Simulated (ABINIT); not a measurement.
# A GW run on BiOCl (P4/nmm) in ABINIT, with inputs changed

A base run on BiOCl (P4/nmm), then changed inputs.

Calculated with ABINIT 10.8.3; PBEsol and many-body steps on it, plane waves.

## 1. The structure

The structure is tetragonal, space group P4/nmm (No. 129). Conventional cell: a = 3.886 Å, b = 3.886 Å, c = 7.349 Å, α = 90.00°, β = 90.00°, γ = 90.00°. Bi has 4 O at 2.31 Å and 4 Cl at 3.06 Å nearest. Nearest to Cl lie 4 Bi at 3.06 Å. Nearest to O lie 4 Bi at 2.31 Å. Farther neighbours and most contacts between anions are not listed.

The cell and positions come from the Crystallography Open Database and are kept as given unless a step says otherwise. Spin-orbit coupling is left out unless a step names it.

## 2. Screening, 4×4×2 mesh, 111 bands, screening to 122.5 eV

This step: ABINIT 10.8.3; RPA screening on PBEsol, plane waves, norm-conserving pseudopotentials.

The RPA dielectric matrix is built and inverted for each q.

The input, run.abi:

```
acell 3*1.0 Angstrom
rprim 
  3.885510000000 0.000000000000 0.000000000000
  0.000000000000 3.885510000000 0.000000000000
  0.000000000000 0.000000000000 7.348900000000
ntypat 3
znucl 83 17 8
natom 6
typat 1 1 2 2 3 3
xred 
  0.500000000000 0.000000000000 0.329040000000
  0.000000000000 0.500000000000 0.670960000000
  0.000000000000 0.500000000000 0.147200000000
  0.500000000000 0.000000000000 0.852800000000
  0.000000000000 0.000000000000 0.500000000000
  0.500000000000 0.500000000000 0.500000000000
pp_dirpath "pseudos"
pseudos "Bi.upf, Cl.upf, O.upf"
ecut 36
ngkpt 4 4 2
nshiftk 1
shiftk 0 0 0
kptopt 1
chksymbreak 0
istwfk *1
occopt 1
irdwfk 1
optdriver 3
nband 111
ecuteps 4.5
inclvkb 2
awtr 1
symchi 1
indata_prefix "in"
outdata_prefix "out"
tmpdata_prefix "tmp"
```

Started as:

```bash
$ OMP_NUM_THREADS=1 mpirun -n 8 abinit run.abi > log
```

The program printed:

```text
.Version 10.8.3 of ABINIT. v10.8.2 released Aug 2026.

 Symmetries : space group P4/n m m (#129); Bravais tP (primitive tetrag.)
[... echo of the input left out ...]
== DATASET  1 ==================================================================
-   mpi_nproc: 8, omp_nthreads: 1 (-1 if OMP is not activated)

--- !DatasetInfo
iteration_state: {dtset: 1, }
dimensions: {natom: 6, nkpt: 12, mband: 111, nsppol: 1, nspinor: 1, nspden: 1, mpw: 7758, }
cutoff_energies: {ecut:  36.0, pawecutdg:  -1.0, }
electrons: {nelect:   5.60000000E+01, charge:   0.00000000E+00, occopt:   1.00000000E+00, tsmear:   1.00000000E-02, }

 SCREENING: Calculation of the susceptibility and dielectric matrices

 Based on a program developped by R.W. Godby, V. Olevano, G. Onida, and L. Reining.
 Incorporated in ABINIT by V. Olevano, G.-M. Rignanese, and M. Torrent.
.Using double precision arithmetic ; gwpc =  8

[... cell and pseudopotentials left out ...]
--------------------------------------------------------------------------------

 ==== K-mesh for the wavefunctions ====
 Number of points in the irreducible wedge :    12
[... list of points left out ...]
 Together with 16 symmetry operations and time-reversal symmetry
 yields    32 points in the full Brillouin Zone.

 ==== Q-mesh for the screening function ====
 Number of points in the irreducible wedge :    12
[... list of points left out ...]
 Together with 16 symmetry operations and time-reversal symmetry
 yields    32 points in the full Brillouin Zone.

 setmesh: FFT mesh size selected  =    30x   30x   54
          total number of points  =        48600

 vcoul_init : cutoff-mode = AUXILIARY_FUNCTION
 q-points for optical limit:   1
     1)      0.000010    0.000020    0.000030

- screening: taking advantage of time-reversal symmetry
- Maximum band index for partially occupied states nbvw = 28
- Remaining bands to be divided among processors   nbcw = 83
- Number of bands treated by each node ~10

 Number of electrons calculated from density =   56.0000; Expected =   56.0000
 average of density, n =  0.074795
 r_s =    1.4724
 omega_plasma =   26.3811 [eV]

 calculating chi0 at frequencies [eV] :
  1    0.000000E+00    0.000000E+00
  2    0.000000E+00    2.638105E+01

--------------------------------------------------------------------------------
  q-point number  1        q = ( 0.000000, 0.000000, 0.000000) [r.l.u.]
--------------------------------------------------------------------------------
[... chi0 elements left out ...]
 For q-point:  0.000010 0.000020 0.000030
  dielectric constant =   6.0623
  dielectric constant without local fields =   6.9687

  Average fulfillment of the sum rule on Im[epsilon] for q-point    1 :     61.43  [%]
[... wings left out ...]
  q-point number  2        q = ( 0.250000, 0.000000, 0.000000) [r.l.u.]
--------------------------------------------------------------------------------
[... chi0 elements left out ...]
  Average fulfillment of the sum rule on Im[epsilon] for q-point    2 :     74.14  [%]

 [... 10 further q-points ...]
```

Run time: 4.5 min. Hardware: 8 MPI ranks of Arm Neoverse N1, shared host; peak memory 4.1 GiB; 36 min of CPU time.

This step gave:

* ε∞ with local fields, on this mesh, along the program's q direction: 6.062
* the same without local fields: 6.969
* plasma frequency: 26.38 eV
* plane waves in the screening matrix: 345

Local fields lower ε∞ by 13 %. On a Γ-centred mesh this coarse the value itself is usually too large, while a short band sum pulls it down.

## 3. Base

The self-energy is evaluated for the states that the input lists, and the levels follow from it, in one-shot runs by the linearised quasiparticle equation.

This step: G0W0 on PBEsol, plane waves, norm-conserving pseudopotentials.

Edit run.abi of step 2 so:

```diff
@@ -27,8 +27,19 @@
 irdwfk 1
-optdriver 3
+optdriver 4
 nband 111
+gwcalctyp 0
+ecutsigx 36
+symsigma 1
+nkptgw 3
+kptgw 
+  0.5000000000 0.0000000000 0.5000000000
+  0.0000000000 0.0000000000 0.5000000000
+  0.0000000000 0.0000000000 0.0000000000
+bdgw 
+  27 30
+  27 30
+  27 30
 ecuteps 4.5
-inclvkb 2
-awtr 1
-symchi 1
+irdscr 1
+ppmodel 1
 indata_prefix "in"
```

The program printed:

```text
.Version 10.8.3 of ABINIT. v10.8.2 released Aug 2026.

 Symmetries : space group P4/n m m (#129); Bravais tP (primitive tetrag.)
[... echo of the input left out ...]
== DATASET  1 ==================================================================
-   mpi_nproc: 8, omp_nthreads: 1 (-1 if OMP is not activated)

--- !DatasetInfo
iteration_state: {dtset: 1, }
dimensions: {natom: 6, nkpt: 12, mband: 111, nsppol: 1, nspinor: 1, nspden: 1, mpw: 7758, }
cutoff_energies: {ecut:  36.0, pawecutdg:  -1.0, }
electrons: {nelect:   5.60000000E+01, charge:   0.00000000E+00, occopt:   1.00000000E+00, tsmear:   1.00000000E-02, }

 SIGMA: Calculation of the GW corrections

 Based on a program developped by R.W. Godby, V. Olevano, G. Onida, and L. Reining.
 Incorporated in ABINIT by V. Olevano, G.-M. Rignanese, and M. Torrent.
.Using double precision arithmetic ; gwpc =  8

[... cell and pseudopotentials left out ...]
--------------------------------------------------------------------------------

 ==== K-mesh for the wavefunctions ====
 Number of points in the irreducible wedge :    12
[... list of points left out ...]
 Together with 16 symmetry operations and time-reversal symmetry
 yields    32 points in the full Brillouin Zone.

 ==== Q-mesh for screening function ====
 Number of points in the irreducible wedge :    12
[... list of points left out ...]
 Together with 16 symmetry operations and time-reversal symmetry
 yields    32 points in the full Brillouin Zone.

 vcoul_init : cutoff-mode = AUXILIARY_FUNCTION
 q-points for optical limit:   1
     1)      0.000010    0.000020    0.000030
 setmesh: FFT mesh size selected  =    40x   40x   75
          total number of points  =       120000

 Number of electrons calculated from density =   56.0000; Expected =   56.0000
 average of density, n =  0.074795
 r_s =    1.4724
 omega_plasma =   26.3811 [eV]

 === KS Band Gaps ===
  >>>> For spin  1
   Minimum direct gap =   2.9000 [eV], located at k-point      :   0.0000  0.0000  0.5000
   Fundamental gap    =   2.5987 [eV], Top of valence bands at :   0.5000  0.0000  0.5000
                                       Bottom of conduction at :   0.0000  0.0000  0.5000
 SIGMA fundamental parameters:
 PLASMON POLE MODEL  1
 number of plane-waves for SigmaX                 7685
 number of plane-waves for SigmaC and W            345
 number of plane-waves for wavefunctions          7685
 number of bands                                   111
 number of independent spin polarizations            1
 number of spinorial components                      1
 number of k-points in IBZ                          12
 number of q-points in IBZ                          12
 number of symmetry operations                      16
 number of k-points in BZ                           32
 number of q-points in BZ                           32
 number of frequencies for dSigma/dE                 9
 frequency step for dSigma/dE [eV]                0.25
 number of omega for Sigma on real axis              0
 max omega for Sigma on real axis  [eV]           0.00
 zcut for avoiding poles [eV]                     0.10

 EPSILON^-1 parameters (SCR file):
 dimension of the eps^-1 matrix on file            345
 dimension of the eps^-1 matrix used               345
 number of plane-waves for wavefunctions          7685
 number of bands                                   111
 number of q-points in IBZ                          12
 number of frequencies                               2
 number of real frequencies                          1
 number of imag frequencies                          1

 matrix elements of self-energy operator (all in [eV])

 Perturbative Calculation

--- !SelfEnergy_ee
iteration_state: {dtset: 1, }
kpoint     : [   0.500,    0.000,    0.500, ]
spin       : 1
KS_gap     :    4.404
QP_gap     :    5.542
Delta_QP_KS:    1.138
data: !SigmaeeData |
     Band     E0 <VxcDFT>   SigX SigC(E0)      Z dSigC/dE  Sig(E)    E-E0       E
       27   3.611 -16.156 -19.728   3.083   0.789  -0.267 -16.542  -0.386   3.225
       28   3.611 -16.156 -19.728   3.083   0.789  -0.267 -16.542  -0.386   3.225
       29   8.015 -13.003  -9.321  -2.765   0.820  -0.220 -12.251   0.752   8.767
       30   8.015 -13.003  -9.321  -2.765   0.820  -0.220 -12.251   0.752   8.767

--- !SelfEnergy_ee
iteration_state: {dtset: 1, }
kpoint     : [   0.000,    0.000,    0.500, ]
spin       : 1
KS_gap     :    2.900
QP_gap     :    3.427
Delta_QP_KS:    0.527
data: !SigmaeeData |
     Band     E0 <VxcDFT>   SigX SigC(E0)      Z dSigC/dE  Sig(E)    E-E0       E
       27   3.295 -14.683 -18.629   3.046   0.793  -0.261 -15.398  -0.714   2.581
       28   3.310 -17.956 -22.147   4.063   0.772  -0.295 -18.054  -0.098   3.212
[...]
--- !SelfEnergy_ee
iteration_state: {dtset: 1, }
kpoint     : [   0.000,    0.000,    0.000, ]
spin       : 1
KS_gap     :    3.793
QP_gap     :    4.447
Delta_QP_KS:    0.654
data: !SigmaeeData |
     Band     E0 <VxcDFT>   SigX SigC(E0)      Z dSigC/dE  Sig(E)    E-E0       E
[...]
28   2.915 -16.532 -20.173   3.406   0.783  -0.277 -16.716  -0.184   2.731
       29   6.708 -12.609  -9.348  -2.694   0.828  -0.208 -12.139   0.470   7.178
       30   7.415 -12.605  -9.320  -2.647   0.825  -0.212 -12.079   0.526   7.940

== END DATASET(S) ==============================================================
================================================================================

 -outvars: echo values of variables after computation  --------
           etotal      0.0000000000E+00
            nband         111
             nkpt          12
          spgroup         129
 [... the other variables as echoed above ...]

 Calculation completed.
```

It took 38 s on 8 MPI ranks; peak memory 2.6 GiB; 5 min of CPU time.

This step gave:

```yaml
g0w0_gap_on_the_points_computed: 3.413 eV
starting_gap_on_the_mesh: 2.599 eV
k_of_the_valence_top: 0.5, 0, 0.5
k_of_the_conduction_bottom: 0, 0, 0.5
z_at_the_valence_top: 0.789
z_at_the_conduction_bottom: 0.831
least_direct_g0w0_gap_on_the_computed_points: 3.426 eV
```

The gap on the mesh goes from 2.60 eV to 3.41 eV, a correction of +0.81 eV.

## 4. Coulomb singularity

Edit run.abi of step 3 so:

```diff
@@ -44,2 +44,3 @@
 ppmodel 1
+gw_icutcoul 3
 indata_prefix "in"
```

The program printed:

```text
.Version 10.8.3 of ABINIT. v10.8.2 released Aug 2026.

 Symmetries : space group P4/n m m (#129); Bravais tP (primitive tetrag.)
[... echo of the input left out ...]
== DATASET  1 ==================================================================
-   mpi_nproc: 8, omp_nthreads: 1 (-1 if OMP is not activated)

--- !DatasetInfo
iteration_state: {dtset: 1, }
dimensions: {natom: 6, nkpt: 12, mband: 111, nsppol: 1, nspinor: 1, nspden: 1, mpw: 7758, }
cutoff_energies: {ecut:  36.0, pawecutdg:  -1.0, }
electrons: {nelect:   5.60000000E+01, charge:   0.00000000E+00, occopt:   1.00000000E+00, tsmear:   1.00000000E-02, }

 SIGMA: Calculation of the GW corrections

 Based on a program developped by R.W. Godby, V. Olevano, G. Onida, and L. Reining.
 Incorporated in ABINIT by V. Olevano, G.-M. Rignanese, and M. Torrent.
.Using double precision arithmetic ; gwpc =  8

[... cell and pseudopotentials left out ...]
--------------------------------------------------------------------------------

 ==== K-mesh for the wavefunctions ====
 Number of points in the irreducible wedge :    12
[... list of points left out ...]
 Together with 16 symmetry operations and time-reversal symmetry
 yields    32 points in the full Brillouin Zone.

 ==== Q-mesh for screening function ====
 Number of points in the irreducible wedge :    12
[... list of points left out ...]
 Together with 16 symmetry operations and time-reversal symmetry
 yields    32 points in the full Brillouin Zone.

 vcoul_init : cutoff-mode = CRYSTAL
 q-points for optical limit:   1
     1)      0.000010    0.000020    0.000030
 setmesh: FFT mesh size selected  =    40x   40x   75
          total number of points  =       120000

 Number of electrons calculated from density =   56.0000; Expected =   56.0000
[...]
number of plane-waves for wavefunctions          7685
 number of bands                                   111
 number of q-points in IBZ                          12
 number of frequencies                               2
 number of real frequencies                          1
 number of imag frequencies                          1

 matrix elements of self-energy operator (all in [eV])

 Perturbative Calculation

--- !SelfEnergy_ee
iteration_state: {dtset: 1, }
kpoint     : [   0.500,    0.000,    0.500, ]
spin       : 1
KS_gap     :    4.404
QP_gap     :    5.511
Delta_QP_KS:    1.107
data: !SigmaeeData |
     Band     E0 <VxcDFT>   SigX SigC(E0)      Z dSigC/dE  Sig(E)    E-E0       E
       27   3.611 -16.156 -19.416   2.953   0.793  -0.261 -16.400  -0.244   3.367
       28   3.611 -16.156 -19.416   2.953   0.793  -0.261 -16.400  -0.244   3.367
       29   8.015 -13.003  -9.321  -2.634   0.824  -0.214 -12.140   0.863   8.878
[...]
--- !SelfEnergy_ee
iteration_state: {dtset: 1, }
kpoint     : [   0.000,    0.000,    0.500, ]
spin       : 1
KS_gap     :    2.900
QP_gap     :    3.397
Delta_QP_KS:    0.497
data: !SigmaeeData |
     Band     E0 <VxcDFT>   SigX SigC(E0)      Z dSigC/dE  Sig(E)    E-E0       E
[...]
--- !SelfEnergy_ee
iteration_state: {dtset: 1, }
kpoint     : [   0.000,    0.000,    0.000, ]
spin       : 1
KS_gap     :    3.793
QP_gap     :    4.416
Delta_QP_KS:    0.623
data: !SigmaeeData |
     Band     E0 <VxcDFT>   SigX SigC(E0)      Z dSigC/dE  Sig(E)    E-E0       E
[...]
29   6.708 -12.609  -9.348  -2.564   0.832  -0.201 -12.029   0.580   7.289
       30   7.415 -12.605  -9.320  -2.517   0.829  -0.206 -11.969   0.636   8.051

== END DATASET(S) ==============================================================
================================================================================

 -outvars: echo values of variables after computation  --------
           etotal      0.0000000000E+00
            nband         111
             nkpt          12
          spgroup         129
 [... the other variables as echoed above ...]

 Calculation completed.
```

Run time: 38 s. Hardware: 8 MPI ranks; peak memory 2.6 GiB; 5.1 min of CPU time.

Numbers from this step:

```yaml
g0w0_gap_on_the_points_computed: 3.382 eV
starting_gap_on_the_mesh: 2.599 eV
k_of_the_valence_top: 0.5, 0, 0.5
k_of_the_conduction_bottom: 0, 0, 0.5
z_at_the_valence_top: 0.793
z_at_the_conduction_bottom: 0.835
least_direct_g0w0_gap_on_the_computed_points: 3.397 eV
```

Against G0W0 in ABINIT (4×4×2 mesh, 111 bands, screening to 122.5 eV, Godby-Needs plasmon pole), the gap moves by −0.031 eV.

## 5. The runs together

Times are wall times on 8 MPI ranks of Arm Neoverse N1, shared host, good to a factor of about two. A run's time includes the screening step that it read.

| run | mesh | bands | screening cutoff (eV) | DFT gap (eV) | gap on the mesh (eV) | direct (eV) | ε∞ used | time |
| --- | --- | --- | --- | --- | --- | --- | --- | --- |
| base | 4×4×2 | 111 | 122.5 | 2.599 | 3.413 | 3.426 | 6.06 | 5.1 min |
| Coulomb singularity | 4×4×2 | 111 | 122.5 | 2.599 | 3.382 | 3.397 | 6.06 | 5.1 min |

## 6. Outcome

```json
{"base": "3.413 eV", "Coulomb singularity": "3.382 eV", "known limits": "not at the basis limit; exchange with frozen shells missing; no spin-orbit coupling; coarse k mesh"}
```

**Reading.** Coulomb singularity: −0.031 eV against base (keys changed: gw_icutcoul). Bands and cutoff are finite, so the gap is not at the basis limit. The miss can reach some tenths of an eV and take either sign; the mesh is an error of its own. In the G0W0 runs levels were corrected at 3 k points alone, so a gap called «on the mesh» is the least over those, and an edge elsewhere would be missed. The 4×4×2 mesh is coarse for this cell, which bears on the long-range parts of exchange and screening. Where an edge is built on 6p states of lead, bismuth or thallium, scalar-relativistic gaps usually stand too wide, by a few tenths to over one eV. The norm-conserving file of at least one element keeps a d shell over frozen s and p shells of the same row. Exchange with those shells is missing from the self-energy, an error of 0.3 to 0.9 eV in cases checked, whose sign depends on which edge lies on those atoms. The many-body steps are scalar-relativistic: spin-orbit coupling is not in them.

[Paths, hosts, dates, memory and timing lines, banners, echoed tables and standing remarks are left out of the program output.]

[Logs are printed without paths, hosts, clocks, repeated set-up lines and the standing remarks that a program may print on its own settings, such as how far it seeks lower states.]

[Runs of the session that timed out or met a known fault of the program may be left out.]

[Hosts, paths, dates, database ids (printed as entryN), source tags and the programs' standing remarks are cut or masked in the printed files.]

[G0W0 gaps are taken among the corrected bands and points alone; a level outside them can change the order at an edge.]

[Where Ansatz stands beside ABINIT at settings called matched, ABINIT's density can come from a denser mesh and the files from another edition; pairs whose starting gaps differed by over 0.03 eV were left out, so agreement reads better than it is.]
